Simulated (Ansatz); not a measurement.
# Lattice dynamics of RbSbS3 (model cell, started as cubic perovskite with Sb in the octahedra), part 2 of 2

Aim: the vibrations of RbSbS3 (model cell, started as cubic perovskite with Sb in the octahedra), their spectra, and whether the structure is stable.

Ansatz 0.2.0; DFT PBEsol, scalar-relativistic, plane waves, PAW; PAW set soft_1.

So far. Step 4 (Tight relaxation): The forces vanish by symmetry and the pressure is -0.003 GPa, within the tolerances set. The cell now holds 26.09 Å³/atom. Step 5 (Linear response at the zone centre): Before it was imposed, the acoustic sum rule was missed by 1.7e-5 eV/Å². Small misses are needed for a sound result but don't prove that mesh and cutoff are converged. The lowest optical mode is imaginary, 79.3i cm⁻¹, so the energy falls along it. The relaxed cell has a = 5.071 Å (conventional setting).

The structure was built from a prototype and need not be the compound's stable phase.

## Step 6: The dispersion

Stability and thermal properties need the whole zone. Linear response on a 2×2×2 q mesh gives force constants as far as a supercell of that size would.

input.yaml

```yaml
crystal:
  lattice:
    - [5.0714313962, 0.0, 0.0]
    - [0.0, 5.0714313962, 0.0]
    - [0.0, 0.0, 5.0714313962]
  atoms:
    - { symbol: Rb, position: [0.0, 0.0, 0.0] }
    - { symbol: Sb, position: [0.5, 0.5, 0.5] }
    - { symbol: S, position: [0.5, 0.5, 0.0] }
    - { symbol: S, position: [0.5, 0.0, 0.5] }
    - { symbol: S, position: [0.0, 0.5, 0.5] }
kpoints:
  mp_grid: { grid: [8, 8, 8] }
hamiltonian:
  xc: pbesol
  pseudopotentials: { kind: paw, azcp: { folder: soft_1 }, xc_functional: pbe }
scf:
  occupations: { method: methfessel_paxton, width: 0.2 }
output:
  eigenvalues: true
phonons:
  method: dfpt
  qmesh: [2, 2, 2]
  temperatures: { t_max: 1000, t_step: 50 }
  qpath:
    path:
      - [[0.0, 0.0, 0.0], [0.0, 0.5, 0.0], [0.5, 0.5, 0.0], [0.0, 0.0, 0.0], [0.5, 0.5, 0.5], [0.0, 0.5, 0.0]]
      - [[0.5, 0.5, 0.5], [0.5, 0.5, 0.0]]
    npoints: 10
```

The run is started by

```
$ ansatz run input.yaml --threads 8 --pin off --max-ram 16384MiB --backend cpu --events-out ev --progress --plain --runs-dir out
```

Numbers of over 12 decimals in the logs are rounded to 6 here.

The log of the run:

```text
[...]
Crystal: 5 atoms, lattice volume = 130.434 Å³
Basis set: ecut = 420 eV, 2517 PW (Γ), exchange–correlation on 72×72×72 points (8 copies of the dense FFT grid, shifted against one another)
Bands: 26, of which v1, the nominal top of the filled ones, is band 21 counted from 1 (20 counted from 0)
Symmetry: 48 space group operations
k-points: 35 of 512
[...]
SCF iter   1: F=—  HF=-12282.881126 eV  |F-HF|=—  |Δ(HF+E_count)|=         —  Δρ=3.30e-2  dr2=3.92e0  ethr=3.10e-3  ⟨swp⟩=7.3  Hψ=4844  notcnv=0
[...]
SCF iter  12: F=-12281.318281 eV  HF=-12281.318281 eV  |F-HF|=3.64e-12  |Δ(HF+E_count)|=  2.33e-10  S|Δr|=    0.00e0  Δρ=5.36e-8  dr2=4.33e-12  ethr=1.00e-12  ⟨swp⟩=10.7  Hψ=6825  notcnv=0
SCF 1 converged in 12 iterations: F = -12281.318281 eV  dr2 = 4.33e-12
[...]
SCF iter   5: F=-12281.318281 eV  HF=-12281.318281 eV  |F-HF|=3.64e-12  |Δ(HF+E_count)|=  1.46e-11  S|Δr|=    0.00e0  Δρ=5.39e-8  dr2=4.33e-12  ethr=1.00e-12  ⟨swp⟩=4.4  Hψ=3556  notcnv=0
SCF 2 converged in 5 iterations: F = -12281.318281 eV  dr2 = 4.33e-12
phonons: the bands overlap, so this run is a metal and interpolates without the dipole-dipole term. If the crystal is really an insulator or semiconductor, its LO-TO splitting is missing
NSCF: frozen V_eff on 35 k-points
[...]
DFPT response loops at q = (0, 0, 0) (fractional): preconditioner auto → Kerker (q_TF=auto, 2.259 Å⁻¹) (partly filled bands, converged f_vac=0.009); β = 1.00, the filter's whole step (`scf.mixing.beta` (0.50) is not read by the response loops under this deck's `scf.mixing.preconditioner`; to damp them name `kerker` or `kerker_dos`, under which they read `scf.mixing.beta`, and type it under 1.00, their step now; both keys bind the ground state too); Broyden in place of MSR1
[...]
SCF converged after 12 iterations
[...]
Free energy (F): -12281.318281 eV
[...]
Internal energy: -12281.320559 eV  (E = F + TS)
E sigma→0 (E₀):  -12281.318850 eV
Entropy (-TS):   0.002279 eV (0.456 meV/atom)
Fermi energy:    5.352366 eV
[...]
--- Band table (eV; the first three rows and the last of 35) ---
  k-point 0: bands = [... 17 lower, 4.6660, 4.6660, 4.8534, 4.8534, 4.8534, 9.9656, 10.5503, 10.5503, ... 1 higher]
  k-point 1: bands = [... 17 lower, 4.5984, 4.5993, 4.7738, 4.8057, 4.8057, 10.2181, 10.6221, 10.7927, ... 1 higher]
  k-point 2: bands = [... 17 lower, 4.4126, 4.4487, 4.6976, 4.7281, 4.7281, 10.7003, 10.8298, 10.9702, ... 1 higher]
  k-point 34: bands = [... 17 lower, 4.0075, 5.7565, 5.7565, 5.7565, 6.7422, 6.7422, 6.7422, 9.0167, ... 1 higher]
--- Phonons (Γ-DFPT): 4 representative perturbations + reference (Σ response iterations 12) ---
  ASR residual: 1.620e-5 → 0.000e0 eV/Å²; symmetrization residual: 1.615e-6 eV/Å²
  ASR residual per site (eV/Å²): 1.62e-5 1.35e-6 7.67e-6 7.67e-6 7.67e-6
[...]
--- Phonons (arbitrary-q DFPT): 4 irreducible q on the 2×2×2 mesh ---
  q = [0.0000, 0.0000, 0.0000] (star 1, of the zone-centre solve; hermiticity 8.05e-7, symmetrization 1.95e-11): -79.32 -79.32 -79.32 -4.77 -4.77 -4.77 -0.00 -0.00 0.00 75.53 75.53 75.53 199.65 199.65 199.65
  q = [0.0000, 0.0000, -0.5000] (star 3, 9 solved perturbations in 975 linear systems a pass and spin channel, the states on 125 of 512 k-point pairs; hermiticity 1.05e-6, symmetrization 8.47e-12): -125.77 -111.96 -74.23 -74.23 -58.74 -58.74 51.84 51.84 64.05 64.94 64.94 150.16 212.13 212.13 243.24
[...]
sum rule: each row above includes the acoustic sum rule's correction from the zone centre's row sums; it moved no ω² by more than (0.26 cm⁻¹)²
  mesh force constants: q→R imaginary residual 2.72e-18; ASR residual 1.620e-5 → 0.000e0 eV/Å²; symmetrization residual 6.217e-15 eV/Å²
  interpolated dispersion: 62 rows × 15 modes
  density of states and harmonic sums: on the 12×12×12 q-mesh, interpolated from the force constants of a 2×2×2 supercell (no non-analytic term)
  largest difference from the sums on the solved wave vectors: F 6.50e-2 eV, S 9.71e-5 and C_V 3.23e-5 eV/K
  zero-point energy: 0.072775 eV/cell   skipped modes (ω ≤ 0): 507, of them read as no rigid motion or as one in doubt: 504 (6.000e0 modes/cell left out, lowest -125.77 cm⁻¹)   left out of the sums: 4.00e-1 of the cell's modes: C_V's classical limit lies that fraction below 3 k_B per atom; for a crystal, a wire or a layer, F and S can be off by more, and a phonons.interpolated_qmesh denser along its periods is the remedy for the sampling
```

It took 96 s on 8 threads of Arm Neoverse V2, shared host; peak memory 1.4 GiB; 12 min of CPU time.

Numbers from this step:

```
sum-rule residual before enforcement                    : 1.62e-5 eV/Å²
lowest frequency on the path                            : -125.8 cm⁻¹
highest frequency on the path or at a solved wavevector : 270.0 cm⁻¹
lowest mode on the q mesh (acoustic modes at Γ apart)   : -125.8 cm⁻¹
```

Frequencies (cm⁻¹) solved at each irreducible wavevector; negative means imaginary. Frequencies by wavevector, by row:

| q in reciprocal lattice units | star | mode 1 | mode 2 | mode 3 | mode 4 | mode 13 | mode 14 | mode 15 |
| --- | --- | --- | --- | --- | --- | --- | --- | --- |
| 0 0 0 | 1 | -79.3 | -79.3 | -79.3 | -4.8 | 199.7 | 199.7 | 199.7 |
| 0 0 -0.5 | 3 | -125.8 | -112 | -74.2 | -74.2 | 212.1 | 212.1 | 243.2 |
| 0 -0.5 -0.5 | 3 | -120.3 | -120.3 | -73.8 | -73.8 | 218.5 | 224.3 | 245.3 |
| -0.5 -0.5 -0.5 | 1 | -71.6 | -71.6 | -71.6 | -62.2 | 219.5 | 219.5 | 270 |

Interpolated from a 2×2×2 q mesh. Phonon branches along the path, in cm⁻¹:

| point | branch 1 | branch 2 | branch 3 | branch 4 | branch 12 | branch 13 | branch 14 | branch 15 |
| --- | --- | --- | --- | --- | --- | --- | --- | --- |
| Γ | -79 | -79 | -79 | -5 | 76 | 200 | 200 | 200 |
| halfway | -94 | -89 | -77 | -77 | 109 | 206 | 206 | 222 |
| X | -126 | -112 | -74 | -74 | 150 | 212 | 212 | 243 |
| halfway | -120 | -91 | -90 | -74 | 151 | 215 | 221 | 242 |
| M | -120 | -120 | -74 | -74 | 151 | 218 | 224 | 245 |
| halfway | -92 | -91 | -80 | -76 | 110 | 210 | 218 | 228 |
| Γ | -79 | -79 | -79 | -5 | 76 | 200 | 200 | 200 |
| halfway | -83 | -83 | -80 | -78 | 111 | 218 | 218 | 238 |
| R | -72 | -72 | -72 | -62 | 151 | 220 | 220 | 270 |
| halfway | -98 | -90 | -84 | -80 | 152 | 217 | 222 | 250 |
| X | -126 | -112 | -74 | -74 | 150 | 212 | 212 | 243 |
| jump to R | -72 | -72 | -72 | -62 | 151 | 220 | 220 | 270 |
| halfway | -98 | -98 | -70 | -70 | 152 | 218 | 222 | 259 |
| M | -120 | -120 | -74 | -74 | 151 | 218 | 224 | 245 |

Tetrahedra on a 12×12×12 mesh, mean over bins of 5 cm-1. Interpolated from a 2×2×2 q mesh. The phonon density of states by wavenumber; read off at these points:

wavenumber (cm⁻¹), phonon density of states (1/cm⁻¹/cell) and a bar:
```
     -128      0.000 
     -118      0.033 ###
     -108      0.045 ####
      -98      0.055 #####
      -82      0.083 ########
      -72      0.205 ####################
      -62      0.104 ##########
      -52      0.031 ###
      -42      0.014 #
      -32      0.005 
      -18      0.001 
       -8      0.000 
        2      0.000 
       12      0.001 
       22      0.003 
       32      0.009 #
       48      0.037 ####
       58      0.055 #####
       62      0.304 ##############################
       68      0.169 #################
       78      0.037 ####
       88      0.022 ##
       98      0.018 ##
      112      0.025 ##
      122      0.021 ##
      132      0.035 ###
      142      0.032 ###
      148      0.083 ########
      152      0.030 ###
      162      0.000 
      178      0.000 
      188      0.000 
      198      0.000 
      208      0.038 ####
      218      0.157 ###############
      228      0.012 #
      242      0.057 ######
      252      0.015 ##
      262      0.007 #
      272      0.000
```

The partial phonon density of states has structure finer than the step of the table below, so its rows give means over 10 cm⁻¹, whole bins alone (the curve runs from -134 to 287 cm⁻¹). Peaks (cm⁻¹: height): Rb 64.2: 0.264; S -73.5: 0.176, 217.9: 0.137, 241.8: 0.0459; Sb -76.2: 0.0186, 53.6: 0.0243, 88.1: 0.0491, 117.2: 0.0594, 138.4: 0.0648, 149.0: 0.0639.

Phonopy on the run's constants, 11x11x11 mesh, Gaussian sigma 3.0 cm-1. Interpolated from a 2×2×2 q mesh. Table of partial phonon density of states by wavenumber; means over each step; values in 1/cm⁻¹/cell:

| wavenumber (cm⁻¹) | Rb | S | Sb |
| --- | --- | --- | --- |
| -120 | 1.2e-4 | 0.0199 | 6.5e-4 |
| -110 | 2.9e-4 | 0.0400 | 0.00194 |
| -100 | 4.2e-4 | 0.0441 | 0.00310 |
| -90 | 9.3e-4 | 0.0645 | 0.00469 |
| -80 | 0.00304 | 0.109 | 0.0137 |
| -70 | 0.00324 | 0.157 | 0.00698 |
| -60 | 9.7e-4 | 0.0694 | 0.00487 |
| -50 | 3.6e-4 | 0.0262 | 0.00183 |
| -40 | 1.3e-4 | 0.0132 | 4.5e-4 |
| -30 | 6.8e-5 | 0.00393 | 1.9e-4 |
| -20 | 3.0e-5 | 0.00136 | 5.5e-5 |
| -10 | 2.2e-5 | 4.8e-4 | 3.1e-5 |
| 0 | 6.0e-5 | 1.9e-4 | 8.6e-5 |
| 10 | 3.3e-4 | 4.8e-4 | 5.0e-4 |
| 20 | 6.3e-4 | 9.1e-4 | 0.00111 |
| 30 | 0.00179 | 0.00208 | 0.00429 |
| 40 | 0.00541 | 0.00521 | 0.0135 |
| 50 | 0.0117 | 0.00608 | 0.0183 |
| 60 | 0.144 | 0.00639 | 0.0151 |
| 70 | 0.114 | 0.0102 | 0.00857 |
| 80 | 0.00782 | 0.00396 | 0.00770 |
| 90 | 0.00380 | 0.00859 | 0.0323 |
| 100 | 2.4e-4 | 4.8e-4 | 0.00153 |
| 110 | 2.7e-4 | 0.00237 | 0.0153 |
| 120 | 5.5e-4 | 0.00471 | 0.0310 |
| 130 | 6.7e-5 | 9.3e-4 | 0.00889 |
| 140 | 3.1e-4 | 0.00425 | 0.0434 |
| 150 | 2.3e-4 | 0.00328 | 0.0444 |
| 160 | 1.7e-5 | 2.4e-4 | 0.00345 |
| 170 | 0 | 0 | 0 |
| 180 | 0 | 0 | 0 |
| 190 | 0 | 1.2e-4 | 1.3e-5 |
| 200 | 0 | 0.00936 | 9.5e-4 |
| 210 | 0 | 0.0674 | 0.00480 |
| 220 | 0 | 0.112 | 0.00463 |
| 230 | 0 | 0.0274 | 8.5e-4 |
| 240 | 0 | 0.0375 | 5.4e-4 |
| 250 | 0 | 0.0233 | 2.2e-4 |
| 260 | 0 | 0.00862 | 5.1e-5 |
| 270 | 0 | 0.00204 | 5.2e-6 |
| 280 | 0 | 2.5e-5 | 0 |

Symmetry leaves 4 wavevectors to solve. The lowest mode among them, the acoustic zeros apart, lies at q = (0, 0, -0.5) and is imaginary, 125.8i cm⁻¹, so the energy falls along it.

## Step 7: Outcome

| Property | Result |
| --- | --- |
| space group after relaxation (within 0.01 Å) | Pm-3m |
| volume per atom | 26.1 Å³ |
| electronic character | no gap on this mesh |
| highest optical mode at the zone centre (no LO-TO term) | 200 cm⁻¹ |
| lowest optical zone-centre mode | -79.3 cm⁻¹ |
| lowest mode on the q mesh (acoustic modes at Γ apart) | -126 cm⁻¹ |
| highest frequency on the path or at a solved wavevector | 270 cm⁻¹ |
| imaginary modes on the 2×2×2 q mesh | yes |

**Reading.** Modes are clearly imaginary (beyond 10i cm⁻¹) at 4 of the 4 irreducible wavevectors, most at q = (0, 0, -0.5) (125.8i cm⁻¹), so this structure is not a minimum of the energy. The optical modes at Γ span -79 to 200 cm⁻¹ (negative means imaginary). The highest mode in this list at Γ, 199.7 cm⁻¹, is mostly motion of S (89 % of the kinetic energy). With no gap, or one that is small against the smearing, the frequencies hang on the k mesh and the smearing, most of all near Kohn anomalies. Spin-orbit coupling is left out, which can matter for the heavy elements here. The PAW files were made for PBE and serve the other functionals too. A phonon run warned that its eigensolver left some bands unconverged in a pass. The starting cell was built on a prototype and not taken from a measurement, so the phase need not exist. These are harmonic frequencies at zero temperature: anharmonic shifts, linewidths and thermal expansion are left out.

[Logs are printed without paths, hosts, clocks, repeated set-up lines and the standing remarks that a program may print on its own settings, such as how far it seeks lower states.]

[Hosts, paths, dates, database ids (printed as entryN), source tags and the programs' standing remarks are cut or masked in the printed files.]
